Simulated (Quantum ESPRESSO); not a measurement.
# SrCl2 (Fm-3m): a volume series of phonon spectra

Wanted: mode Grüneisen parameters of SrCl2 and a free-energy fit over volumes.

Calculated with Quantum ESPRESSO 7.5; DFT PBE, scalar-relativistic, plane waves, GBRV ultrasoft pseudopotentials.

### 1. The structure

The structure is cubic, space group Fm-3m (No. 225). The conventional cell has a = 6.977 Å, b = 6.977 Å, c = 6.977 Å, α = 90.00°, β = 90.00°, γ = 90.00°. Nearest to Sr lie 8 Cl at 3.02 Å. Cl has 4 Sr at 3.02 Å nearest. Farther neighbours and most contacts between anions are not listed.

Structure file:

```cif
data_structure
_symmetry_space_group_name_H-M 'P 1'
_symmetry_Int_Tables_number 1
_cell_length_a 4.9333
_cell_length_b 4.9333
_cell_length_c 4.9333
_cell_angle_alpha 60.000
_cell_angle_beta 60.000
_cell_angle_gamma 60.000
_cell_volume 84.90
loop_
_atom_site_label
_atom_site_type_symbol
_atom_site_fract_x
_atom_site_fract_y
_atom_site_fract_z
_atom_site_occupancy
Sr1 Sr 0.00000 0.00000 0.00000 1
Cl2 Cl 0.25000 0.25000 0.25000 1
Cl3 Cl 0.75000 0.75000 0.75000 1
```

### 2. Probe on a coarse mesh

A cheap single point shows whether the cell is a metal or an insulator and how far it is from rest; that sets the k-mesh and the occupations of what follows.

probe.in

```
&CONTROL
  calculation = 'scf'
  prefix      = 'x'
  outdir      = './tmp'
  pseudo_dir  = './pseudo'
  tprnfor     = .true.
  tstress     = .true.
  verbosity   = 'high'
/
&SYSTEM
  ibrav       = 0
  nat         = 3
  ntyp        = 2
  ecutwfc     = 40.0
  ecutrho     = 240.0
  occupations = 'smearing'
  smearing    = 'gaussian'
  degauss     = 0.01
/
&ELECTRONS
  conv_thr         = 1.0d-07
  mixing_beta      = 0.7
  electron_maxstep = 100
/
ATOMIC_SPECIES
 Sr     87.6200  Sr.upf
 Cl     35.4500  Cl.upf
CELL_PARAMETERS angstrom
     0.000000000    3.488350000    3.488350000
     3.488350000    0.000000000    3.488350000
     3.488350000    3.488350000    0.000000000
ATOMIC_POSITIONS crystal
 Sr     0.000000000   0.000000000   0.000000000
 Cl     0.250000000   0.250000000   0.250000000
 Cl     0.750000000   0.750000000   0.750000000
K_POINTS automatic
 4 4 4 0 0 0
```

Started as:

```console
$ OMP_NUM_THREADS=1 mpirun -n 8 pw.x -nk 8 -in probe.in > probe.out
```

Log:

```text
Program PWSCF v.7.5

     This program is part of the open-source Quantum ESPRESSO suite
     for quantum simulation of materials; please cite
         "P. Giannozzi et al., J. Phys.:Condens. Matter 21 395502 (2009);
         "P. Giannozzi et al., J. Phys.:Condens. Matter 29 465901 (2017);
         "P. Giannozzi et al., J. Chem. Phys. 152 154105 (2020);
     in publications or presentations arising from this work. More details at

     Message from routine setup:
     using ibrav=0 with symmetry is DISCOURAGED, use correct ibrav instead

     G-vector sticks info
     --------------------
     sticks:   dense  smooth     PW     G-vecs:    dense   smooth      PW
     Sum        1417     955    283                35845    19603    3119

     Using Slab Decomposition

     bravais-lattice index     =            0
     lattice parameter (alat)  =       9.3225  a.u.
     unit-cell volume          =     572.9105 (a.u.)^3
     number of atoms/cell      =            3
     number of atomic types    =            2
     number of electrons       =        24.00
     number of Kohn-Sham states=           16
     kinetic-energy cutoff     =      40.0000  Ry
     charge density cutoff     =     240.0000  Ry
     scf convergence threshold =      1.0E-07
     mixing beta               =       0.7000
     number of iterations used =            8  plain     mixing
     Exchange-correlation=  SLA  PW   PBX  PBC
                           (   1   4   3   4   0   0   0)

     celldm(1)=   9.322533  celldm(2)=   0.000000  celldm(3)=   0.000000
     celldm(4)=   0.000000  celldm(5)=   0.000000  celldm(6)=   0.000000

     crystal axes: (cart. coord. in units of alat)
               a(1) = (   0.000000   0.707107   0.707107 )
               a(2) = (   0.707107   0.000000   0.707107 )
               a(3) = (   0.707107   0.707107   0.000000 )

     reciprocal axes: (cart. coord. in units 2 pi/alat)
               b(1) = ( -0.707107  0.707107  0.707107 )
               b(2) = (  0.707107 -0.707107  0.707107 )
               b(3) = (  0.707107  0.707107 -0.707107 )

     PseudoPot. # 1 for Sr read from file:
     ./pseudo/Sr.upf
     Pseudo is Ultrasoft + core correction, Zval = 10.0
     Using radial grid of  883 points,  6 beta functions with:
                l(1) =   0
                l(2) =   0
                l(3) =   1
                l(4) =   1
                l(5) =   2
                l(6) =   2
     Q(r) pseudized with  6 coefficients,  rinner =    1.400   1.400   1.400
                                                       1.400   1.400

     PseudoPot. # 2 for Cl read from file:
     ./pseudo/Cl.upf
     Pseudo is Ultrasoft + core correction, Zval =  7.0
     Using radial grid of  909 points,  6 beta functions with:
                l(1) =   0
                l(2) =   0
                l(3) =   1
                l(4) =   1
                l(5) =   2
                l(6) =   2
     Q(r) pseudized with  8 coefficients,  rinner =    1.300   1.300   1.300
                                                       1.300   1.300

     atomic species   valence    mass     pseudopotential
     Sr               10.00    87.62000     Sr( 1.00)
     Cl                7.00    35.45000     Cl( 1.00)

     48 Sym. Ops., with inversion, found

                                    s                        frac. trans.

      isym =  1     identity

 cryst.   s( 1) = (     1          0          0      )
                  (     0          1          0      )
                  (     0          0          1      )

 cart.    s( 1) = (  1.0000000 -0.0000000  0.0000000 )
                  ( -0.0000000  1.0000000  0.0000000 )
                  ( -0.0000000  0.0000000  1.0000000 )

      isym =  2     180 deg rotation - cart. axis [0,0,1]

 cryst.   s( 2) = (     0          1         -1      )
                  (     1          0         -1      )
                  (     0          0         -1      )

 cart.    s( 2) = ( -1.0000000  0.0000000  0.0000000 )
                  (  0.0000000 -1.0000000  0.0000000 )
                  (  0.0000000 -0.0000000  1.0000000 )

      isym =  3     180 deg rotation - cart. axis [0,1,0]

 cryst.   s( 3) = (     0         -1          1      )
                  (     0         -1          0      )
                  (     1         -1          0      )

 cart.    s( 3) = ( -1.0000000 -0.0000000 -0.0000000 )
                  (  0.0000000  1.0000000 -0.0000000 )
                  (  0.0000000  0.0000000 -1.0000000 )

      isym =  4     180 deg rotation - cart. axis [1,0,0]

 cryst.   s( 4) = (    -1          0          0      )
                  (    -1          0          1      )
                  (    -1          1          0      )

 cart.    s( 4) = (  1.0000000  0.0000000 -0.0000000 )
                  ( -0.0000000 -1.0000000 -0.0000000 )
                  ( -0.0000000 -0.0000000 -1.0000000 )

      isym =  5     180 deg rotation - cart. axis [1,1,0]

 cryst.   s( 5) = (    -1          0          1      )
[...]
cart.    s( 5) = ( -0.0000000  1.0000000 -0.0000000 )
[...]
isym =  6     180 deg rotation - cart. axis [1,-1,0]

 cryst.   s( 6) = (     0         -1          0      )
[...]
cart.    s( 6) = (  0.0000000 -1.0000000 -0.0000000 )
[...]
isym =  7      90 deg rotation - cart. axis [0,0,-1]

 cryst.   s( 7) = (     0          1          0      )
[...]
cart.    s( 7) = (  0.0000000  1.0000000  0.0000000 )
[...]
isym =  8      90 deg rotation - cart. axis [0,0,1]

 cryst.   s( 8) = (     1          0         -1      )
[...]
cart.    s( 8) = ( -0.0000000 -1.0000000  0.0000000 )
[...]
isym =  9     180 deg rotation - cart. axis [1,0,1]

 cryst.   s( 9) = (    -1          1          0      )
[...]
cart.    s( 9) = (  0.0000000  0.0000000  1.0000000 )
[...]
isym = 10     180 deg rotation - cart. axis [-1,0,1]

 cryst.   s(10) = (     0          0         -1      )
[...]
cart.    s(10) = ( -0.0000000  0.0000000 -1.0000000 )
[...]
isym = 11      90 deg rotation - cart. axis [0,1,0]

 cryst.   s(11) = (     0          0          1      )
[...]
cart.    s(11) = ( -0.0000000 -0.0000000  1.0000000 )
[...]
isym = 12      90 deg rotation - cart. axis [0,-1,0]

 cryst.   s(12) = (     1         -1          0      )
[...]
End of self-consistent calculation

          k = 0.0000 0.0000 0.0000 (  2445 PWs)   bands (ev):

   -29.6691 -11.6641 -11.6641 -11.6641 -10.1389  -9.2916   1.0440   1.0440
     1.0440   2.8261   2.8261   2.8261   8.5039   9.2685   9.2685  12.4963

     occupation numbers
     1.0000   1.0000   1.0000   1.0000   1.0000   1.0000   1.0000   1.0000
     1.0000   1.0000   1.0000   1.0000   0.0000   0.0000   0.0000   0.0000

          k = 0.1768 0.1768-0.1768 (  2451 PWs)   bands (ev):

   -29.6675 -11.8304 -11.6711 -11.6711  -9.8597  -9.3894   1.2603   1.2603
     1.4085   2.2433   2.5229   2.5229   9.6140   9.6568   9.6568  10.9412

     occupation numbers
     1.0000   1.0000   1.0000   1.0000   1.0000   1.0000   1.0000   1.0000
     1.0000   1.0000   1.0000   1.0000   0.0000   0.0000   0.0000   0.0000

          k =-0.3536-0.3536 0.3536 (  2452 PWs)   bands (ev):

   -29.6659 -11.9544 -11.6780 -11.6780  -9.7411  -9.3564   1.6046   1.6046
     1.6700   1.8468   2.1173   2.1173   9.8909   9.8909  10.6912  11.0084

     occupation numbers
     1.0000   1.0000   1.0000   1.0000   1.0000   1.0000   1.0000   1.0000
     1.0000   1.0000   1.0000   1.0000   0.0000   0.0000   0.0000   0.0000

          k = 0.3536 0.0000 0.0000 (  2429 PWs)   bands (ev):

   -29.6669 -11.8683 -11.6807 -11.6807  -9.7381  -9.4474   1.1432   1.1432
     1.4426   1.9680   2.8338   2.8338   9.2224   9.8305   9.9534  11.6451

     occupation numbers
     1.0000   1.0000   1.0000   1.0000   1.0000   1.0000   1.0000   1.0000
     1.0000   1.0000   1.0000   1.0000   0.0000   0.0000   0.0000   0.0000

          k =-0.1768-0.5303 0.5303 (  2437 PWs)   bands (ev):

[...]
occupation numbers
[...]
k = 0.0000-0.3536 0.3536 (  2437 PWs)   bands (ev):

[...]
occupation numbers
[...]
k =-0.7071 0.0000 0.0000 (  2450 PWs)   bands (ev):

   -29.6648 -12.0176 -11.6974 -11.6974  -9.5928  -9.3733   0.4145   1.2901
     1.2901   2.7644   2.7644   3.1600   8.6727  10.2143  10.7954  11.1790

     occupation numbers
     1.0000   1.0000   1.0000   1.0000   1.0000   1.0000   1.0000   1.0000
     1.0000   1.0000   1.0000   1.0000   0.0000   0.0000   0.0000   0.0000

          k =-0.7071 0.3536 0.0000 (  2468 PWs)   bands (ev):

   -29.6648 -11.8671 -11.8671 -11.6977  -9.4735  -9.4735   0.7012   0.9420
     1.9547   1.9547   2.8522   3.0584   9.3968  10.1832  10.3931  10.3931

     occupation numbers
     1.0000   1.0000   1.0000   1.0000   1.0000   1.0000   1.0000   1.0000
     1.0000   1.0000   1.0000   1.0000   0.0000   0.0000   0.0000   0.0000

     the Fermi energy is     5.4407 ev

!    total energy              =    -137.27955169 Ry
     estimated scf accuracy    <          1.1E-10 Ry
     smearing contrib. (-TS)   =      -0.00000000 Ry
     internal energy E=F+TS    =    -137.27955169 Ry

     The total energy is F=E-TS. E is the sum of the following terms:
     one-electron contribution =     -29.30237660 Ry
     hartree contribution      =      23.31041474 Ry
     xc contribution           =     -37.29990217 Ry
     ewald contribution        =     -93.98768766 Ry

     convergence has been achieved in   8 iterations

     negative rho (up, down):  9.410E-02 0.000E+00

     Forces acting on atoms (cartesian axes, Ry/au):

     atom    1 type  1   force =    -0.00000000    0.00000000   -0.00000000
     atom    2 type  2   force =    -0.00000000   -0.00000000    0.00000000
     atom    3 type  2   force =     0.00000000   -0.00000000    0.00000000
     The non-local contrib.  to forces
     atom    1 type  1   force =    -0.00000000   -0.00000000    0.00000000
     atom    2 type  2   force =     0.00000000    0.00000000    0.00000000
     atom    3 type  2   force =     0.00000000    0.00000000    0.00000000
     The ionic contribution  to forces
     atom    1 type  1   force =    -0.00000000   -0.00000000   -0.00000000
     atom    2 type  2   force =    -0.00000000    0.00000000   -0.00000000
     atom    3 type  2   force =     0.00000000   -0.00000000   -0.00000000
     The local contribution  to forces
     atom    1 type  1   force =    -0.00000000    0.00000000    0.00000000
     atom    2 type  2   force =     0.00000000    0.00000000    0.00000000
     atom    3 type  2   force =     0.00000000    0.00000000    0.00000000
     The core correction contribution to forces
     atom    1 type  1   force =    -0.00000000    0.00000000    0.00000000
     atom    2 type  2   force =     0.00000000   -0.00000000    0.00000000
     atom    3 type  2   force =    -0.00000000   -0.00000000   -0.00000000
     The Hubbard contrib.    to forces
     atom    1 type  1   force =     0.00000000    0.00000000    0.00000000
     atom    2 type  2   force =     0.00000000    0.00000000    0.00000000
     atom    3 type  2   force =     0.00000000    0.00000000    0.00000000
     The SCF correction term to forces
     atom    1 type  1   force =    -0.00000000    0.00000000    0.00000000
     atom    2 type  2   force =     0.00000000   -0.00000000   -0.00000000
     atom    3 type  2   force =    -0.00000000   -0.00000000   -0.00000000

     Total force =     0.000000     Total SCF correction =     0.000000

     Computing stress (Cartesian axis) and pressure

     negative rho (up, down):  9.410E-02 0.000E+00
          total   stress  (Ry/bohr**3)                   (kbar)     P=        9.62
   0.00006539   0.00000000   0.00000000            9.62        0.00        0.00
   0.00000000   0.00006539   0.00000000            0.00        9.62        0.00
   0.00000000   0.00000000   0.00006539            0.00        0.00        9.62

     kinetic stress (kbar)   7408.31     -0.00     -0.00
                               -0.00   7408.31     -0.00
                               -0.00     -0.00   7408.31

     local   stress (kbar)  -5770.71      0.00      0.00
                                0.00  -5770.71      0.00
                                0.00      0.00  -5770.71

     nonloc. stress (kbar)   6660.19      0.00      0.00
                                0.00   6660.19      0.00
                                0.00      0.00   6660.19

     hartree stress (kbar)   1995.12     -0.00      0.00
                               -0.00   1995.12     -0.00
                                0.00     -0.00   1995.12

     exc-cor stress (kbar)   2261.07      0.00     -0.00
                                0.00   2261.07     -0.00
                               -0.00     -0.00   2261.07

     corecor stress (kbar)  -4500.02     -0.00      0.00
                               -0.00  -4500.02     -0.00
                                0.00     -0.00  -4500.02

     ewald   stress (kbar)  -8044.34      0.00      0.00
                                0.00  -8044.34      0.00
                                0.00      0.00  -8044.34

     hubbard stress (kbar)      0.00      0.00      0.00
                                0.00      0.00      0.00
                                0.00      0.00      0.00

     DFT-D   stress (kbar)      0.00      0.00      0.00
[...]
XDM     stress (kbar)      0.00      0.00      0.00
[...]
dft-nl  stress (kbar)      0.00      0.00      0.00
                                0.00      0.00      0.00
                                0.00      0.00      0.00

     TS-vdW  stress (kbar)      0.00      0.00      0.00
                                0.00      0.00      0.00
                                0.00      0.00      0.00

     MDB     stress (kbar)      0.00      0.00      0.00
                                0.00      0.00      0.00
                                0.00      0.00      0.00

     3D-RISM stress (kbar)      0.00      0.00      0.00
                                0.00      0.00      0.00
                                0.00      0.00      0.00

     Writing all to output data dir ./tmp/x.save/ :
     XML data file, charge density, pseudopotentials, collected wavefunctions

   JOB DONE.
```

It took 2.6 s on 8 MPI ranks of Arm Neoverse V2, shared host; 20 s of CPU time.

A gap read on the k-mesh alone can miss the band edges.

This step gave:

| Property | Result |
| --- | --- |
| volume per atom | 28.30 Å³ |
| pressure | 0.9620 GPa |
| gap on the k-mesh | 5.344 eV |

The start is under 0.96 GPa at this level and looks like an insulator or semiconductor on this mesh.

[end of part 1 of 8]

[Logs are printed without paths, hosts, clocks, repeated set-up lines and the standing remarks that a program may print on its own settings, such as how far it seeks lower states.]

[Hosts, paths, dates, database ids (printed as entryN), source tags and the programs' standing remarks are cut or masked in the printed files.]

[A step with changed settings may run another functional than the one named; its input shows which.]

[Of the runs on displaced cells, only some may be shown.]
